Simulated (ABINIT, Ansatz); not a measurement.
# KCaF3 (Pm-3m): G0W0 on several meshes in ABINIT, part 2 of 2

How does the mesh move the gap of KCaF3 (Pm-3m)?

ABINIT 10.8.3; PBEsol and many-body steps on it, plane waves. Known limits of the many-body steps: not at the basis limit; coarse k mesh.

So far. Step 4 (2×2×2): The gap on the mesh goes from 6.06 eV to 9.53 eV, a correction of +3.47 eV. Step 5 (Empty states on the mesh, 4×4×4 mesh, 85 bands): On this mesh the gap is 6.057 eV.

**6. Screening, 4×4×4 mesh, 79 bands, screening to 114.3 eV**

This step: RPA screening on PBEsol, plane waves, norm-conserving pseudopotentials.

Input file run.abi:

```
acell 3*1.0 Angstrom
rprim 
  4.481726000000 0.000000000000 0.000000000000
  0.000000000000 4.481726000000 0.000000000000
  0.000000000000 0.000000000000 4.481726000000
ntypat 3
znucl 19 20 9
natom 5
typat 1 2 3 3 3
xred 
  0.500000000000 0.500000000000 0.500000000000
  0.000000000000 0.000000000000 0.000000000000
  0.000000000000 0.500000000000 0.000000000000
  0.000000000000 0.000000000000 0.500000000000
  0.500000000000 0.000000000000 0.000000000000
pp_dirpath "pseudos"
pseudos "K.upf, Ca.upf, F.upf"
ecut 36
ngkpt 4 4 4
nshiftk 1
shiftk 0 0 0
kptopt 1
chksymbreak 0
istwfk *1
occopt 1
irdwfk 1
optdriver 3
nband 79
ecuteps 4.2
inclvkb 2
awtr 1
symchi 1
indata_prefix "in"
outdata_prefix "out"
tmpdata_prefix "tmp"
```

On the command line:

```
$ OMP_NUM_THREADS=1 mpirun -n 4 abinit run.abi > log
```

Numbers of over 12 decimals in the logs are rounded to 6 here.

The log of the run:

```text
.Version 10.8.3 of ABINIT. v10.8.2 released Aug 2026.

 Symmetries : space group Pm -3 m (#221); Bravais cP (primitive cubic)
[... echo of the input left out ...]
== DATASET  1 ==================================================================
-   mpi_nproc: 4, omp_nthreads: 1 (-1 if OMP is not activated)

--- !DatasetInfo
iteration_state: {dtset: 1, }
dimensions: {natom: 5, nkpt: 10, mband: 79, nsppol: 1, nspinor: 1, nspden: 1, mpw: 6302, }
cutoff_energies: {ecut:  36.0, pawecutdg:  -1.0, }
electrons: {nelect:   4.00000000E+01, charge:   0.00000000E+00, occopt:   1.00000000E+00, tsmear:   1.00000000E-02, }

 SCREENING: Calculation of the susceptibility and dielectric matrices

 Based on a program developped by R.W. Godby, V. Olevano, G. Onida, and L. Reining.
 Incorporated in ABINIT by V. Olevano, G.-M. Rignanese, and M. Torrent.
.Using double precision arithmetic ; gwpc =  8

[... cell and pseudopotentials left out ...]
--------------------------------------------------------------------------------

 ==== K-mesh for the wavefunctions ====
 Number of points in the irreducible wedge :    10
[... list of points left out ...]
 Together with 48 symmetry operations and time-reversal symmetry
 yields    64 points in the full Brillouin Zone.

 ==== Q-mesh for the screening function ====
 Number of points in the irreducible wedge :    10
[... list of points left out ...]
 Together with 48 symmetry operations and time-reversal symmetry
 yields    64 points in the full Brillouin Zone.

 setmesh: FFT mesh size selected  =    32x   32x   32
          total number of points  =        32768

 vcoul_init : cutoff-mode = AUXILIARY_FUNCTION
 q-points for optical limit:   1
     1)      0.000010    0.000020    0.000030

- screening: taking advantage of time-reversal symmetry
- Maximum band index for partially occupied states nbvw = 20
- Remaining bands to be divided among processors   nbcw = 59
- Number of bands treated by each node ~14

 Number of electrons calculated from density =   40.0000; Expected =   40.0000
 average of density, n =  0.065846
 r_s =    1.5362
 omega_plasma =   24.7525 [eV]

 calculating chi0 at frequencies [eV] :
  1    0.000000E+00    0.000000E+00
  2    0.000000E+00    2.475252E+01

--------------------------------------------------------------------------------
  q-point number  1        q = ( 0.000000, 0.000000, 0.000000) [r.l.u.]
--------------------------------------------------------------------------------
[... chi0 elements left out ...]
 For q-point:  0.000010 0.000020 0.000030
  dielectric constant =   1.9505
  dielectric constant without local fields =   2.1087

  Average fulfillment of the sum rule on Im[epsilon] for q-point    1 :     39.18  [%]
[... wings left out ...]
  q-point number  2        q = ( 0.250000, 0.000000, 0.000000) [r.l.u.]
--------------------------------------------------------------------------------
[... chi0 elements left out ...]
  Average fulfillment of the sum rule on Im[epsilon] for q-point    2 :     51.91  [%]

 [... 8 further q-points ...]
```

Run time: 56 s. Hardware: 4 MPI ranks of Arm Neoverse V2, shared host; peak memory 1.4 GiB.

Numbers from this step:

```
ε∞ with local fields, on this mesh, along the program's q direction : 1.950
the same without local fields                                       : 2.109
plasma frequency                                                    : 24.75 eV
plane waves in the screening matrix                                 : 251
```

**7. 4×4×4**

This step: G0W0 on PBEsol, plane waves, norm-conserving pseudopotentials.

Changes to run.abi since step 6:

```diff
@@ -26,8 +26,17 @@
 irdwfk 1
-optdriver 3
+optdriver 4
 nband 79
+gwcalctyp 0
+ecutsigx 36
+symsigma 1
+nkptgw 2
+kptgw 
+  0.5000000000 0.5000000000 0.5000000000
+  0.0000000000 0.0000000000 0.0000000000
+bdgw 
+  18 23
+  18 24
 ecuteps 4.2
-inclvkb 2
-awtr 1
-symchi 1
+irdscr 1
+ppmodel 1
 indata_prefix "in"
```

The log of the run:

```text
.Version 10.8.3 of ABINIT. v10.8.2 released Aug 2026.

 Symmetries : space group Pm -3 m (#221); Bravais cP (primitive cubic)
[... echo of the input left out ...]
== DATASET  1 ==================================================================
-   mpi_nproc: 4, omp_nthreads: 1 (-1 if OMP is not activated)

--- !DatasetInfo
iteration_state: {dtset: 1, }
dimensions: {natom: 5, nkpt: 10, mband: 79, nsppol: 1, nspinor: 1, nspden: 1, mpw: 6302, }
cutoff_energies: {ecut:  36.0, pawecutdg:  -1.0, }
electrons: {nelect:   4.00000000E+01, charge:   0.00000000E+00, occopt:   1.00000000E+00, tsmear:   1.00000000E-02, }

 SIGMA: Calculation of the GW corrections

 Based on a program developped by R.W. Godby, V. Olevano, G. Onida, and L. Reining.
 Incorporated in ABINIT by V. Olevano, G.-M. Rignanese, and M. Torrent.
.Using double precision arithmetic ; gwpc =  8

[... cell and pseudopotentials left out ...]
--------------------------------------------------------------------------------

 ==== K-mesh for the wavefunctions ====
 Number of points in the irreducible wedge :    10
[... list of points left out ...]
 Together with 48 symmetry operations and time-reversal symmetry
 yields    64 points in the full Brillouin Zone.

 ==== Q-mesh for screening function ====
 Number of points in the irreducible wedge :    10
[... list of points left out ...]
 Together with 48 symmetry operations and time-reversal symmetry
 yields    64 points in the full Brillouin Zone.

 vcoul_init : cutoff-mode = AUXILIARY_FUNCTION
 q-points for optical limit:   1
     1)      0.000010    0.000020    0.000030
 setmesh: FFT mesh size selected  =    45x   45x   45
          total number of points  =        91125

 Number of electrons calculated from density =   40.0000; Expected =   40.0000
[...]
number of omega for Sigma on real axis              0
 max omega for Sigma on real axis  [eV]           0.00
 zcut for avoiding poles [eV]                     0.10

 EPSILON^-1 parameters (SCR file):
 dimension of the eps^-1 matrix on file            251
 dimension of the eps^-1 matrix used               251
 number of plane-waves for wavefunctions          6235
 number of bands                                    79
 number of q-points in IBZ                          10
 number of frequencies                               2
 number of real frequencies                          1
 number of imag frequencies                          1

 matrix elements of self-energy operator (all in [eV])

 Perturbative Calculation

--- !SelfEnergy_ee
iteration_state: {dtset: 1, }
kpoint     : [   0.500,    0.500,    0.500, ]
spin       : 1
KS_gap     :    9.665
QP_gap     :   14.372
Delta_QP_KS:    4.707
data: !SigmaeeData |
     Band     E0 <VxcDFT>   SigX SigC(E0)      Z dSigC/dE  Sig(E)    E-E0       E
       18  -0.452 -22.092 -29.936   5.156   0.804  -0.243 -24.254  -2.163  -2.615
       19  -0.452 -22.092 -29.936   5.156   0.804  -0.243 -24.254  -2.163  -2.615
       20  -0.452 -22.092 -29.936   5.156   0.804  -0.243 -24.254  -2.163  -2.615
[...]
--- !SelfEnergy_ee
iteration_state: {dtset: 1, }
kpoint     : [   0.000,    0.000,    0.000, ]
spin       : 1
KS_gap     :    6.237
QP_gap     :    9.826
Delta_QP_KS:    3.589
data: !SigmaeeData |
     Band     E0 <VxcDFT>   SigX SigC(E0)      Z dSigC/dE  Sig(E)    E-E0       E
[...]
23   8.376 -12.912  -6.256  -2.837   0.882  -0.134  -9.545   3.366  11.742
       24   8.376 -12.912  -6.256  -2.837   0.882  -0.134  -9.545   3.366  11.742

== END DATASET(S) ==============================================================
================================================================================

 -outvars: echo values of variables after computation  --------
           etotal      0.0000000000E+00
            nband          79
             nkpt          10
          spgroup         221
 [... the other variables as echoed above ...]

 Calculation completed.
```

Elapsed: 11 s, on 4 MPI ranks; peak memory 1.1 GiB.

This step gave:

* G0W0 gap on the points computed: 9.652 eV
* starting gap on the mesh: 6.057 eV
* k of the valence top: 0.5, 0.5, 0.5
* k of the conduction bottom: 0, 0, 0
* Z at the valence top: 0.804
* Z at the conduction bottom: 0.898
* least direct G0W0 gap on the computed points: 9.826 eV

Against G0W0 in ABINIT (2×2×2 mesh, 79 bands, screening to 114.3 eV, Godby-Needs plasmon pole), the gap moves by +0.123 eV.

**8. Side by side**

Times are wall times on 4 MPI ranks of Arm Neoverse V2, shared host, good to a factor of about two. A run's time includes the screening step that it read.

```csv
run,mesh,bands,screening cutoff (eV),DFT gap (eV),gap on the mesh (eV),direct (eV),ε∞ used,time
2×2×2,2×2×2,79,114.3,6.057,9.529,9.739,2.00,17 s
4×4×4,4×4×4,79,114.3,6.057,9.652,9.826,1.95,67 s
```

**9. Outcome**

| Property | Result |
| --- | --- |
| 2×2×2 | 9.529 eV |
| 4×4×4 | 9.652 eV |
| known limits | not at the basis limit; coarse k mesh |

What this shows: 4×4×4: +0.123 eV against 2×2×2. Bands and cutoff are finite, so the gap is not at the basis limit. The miss can reach some tenths of an eV and take either sign; the mesh is an error of its own. In the G0W0 runs levels were corrected at 2 k points alone, so a gap called «on the mesh» is the least over those, and an edge elsewhere would be missed. The 2×2×2 mesh is coarse for this cell, which bears on the long-range parts of exchange and screening. This is the ideal cubic cell; many perovskites, halides above all, are cubic only on average, and local tilts or off-centring can widen the gap.

[Paths, hosts, dates, memory and timing lines, banners, echoed tables and standing remarks are left out of the program output.]

[Logs are printed without paths, hosts, clocks, repeated set-up lines and the standing remarks that a program may print on its own settings, such as how far it seeks lower states.]

[Runs of the session that timed out or met a known fault of the program may be left out.]

[Hosts, paths, dates, database ids (printed as entryN), source tags and the programs' standing remarks are cut or masked in the printed files.]

[G0W0 gaps are taken among the corrected bands and points alone; a level outside them can change the order at an edge.]

[Where Ansatz stands beside ABINIT at settings called matched, ABINIT's density can come from a denser mesh and the files from another edition; pairs whose starting gaps differed by over 0.03 eV were left out, so agreement reads better than it is.]
